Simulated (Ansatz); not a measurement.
Rows from a G0W0 calculation on CsH (rocksalt (001) film, 5 layers) (Ansatz 0.2.0; G0W0 on LDA, plane waves, PAW; 4×4×1 mesh, 660 empty bands, screening to 45 eV), in eV. Spin-orbit coupling is left out.

```
row      Σx     Σc     Vxc     Z
  A  -13.88   2.04  -10.71  0.75
  B  -14.04   2.06  -10.89  0.75
  C   -3.62  -2.98   -7.71  0.82
  D   -3.70  -3.02   -7.81  0.82
  E  -13.65   2.05  -10.44  0.74
  F   -3.69  -2.99   -7.75  0.82
```

**Question.** Which rows are filled states and which are empty ones, and how can one tell?

Filled: A, B and E. Empty: C, D and F. The sign of Σc tells: for a filled state bare exchange, which holds its interaction with itself, lies below Vxc (Σx − Vxc is -3.1 eV or lower here) and screening gives part back as a positive Σc. For an empty state Σx lies above Vxc (+4.1 eV or more) and the Coulomb hole leaves Σc negative.

[Paths, hosts, dates, memory and timing lines, banners, echoed tables and standing remarks are left out of the program output.]

[Logs are printed without paths, hosts, clocks, repeated set-up lines and the standing remarks that a program may print on its own settings, such as how far it seeks lower states.]

[Runs of the session that timed out or met a known fault of the program may be left out.]

[Cells called generated may have been cut or substituted from an entry of the Crystallography Open Database or the Materials Project.]

[Hosts, paths, dates, database ids (printed as entryN), source tags and the programs' standing remarks are cut or masked in the printed files.]
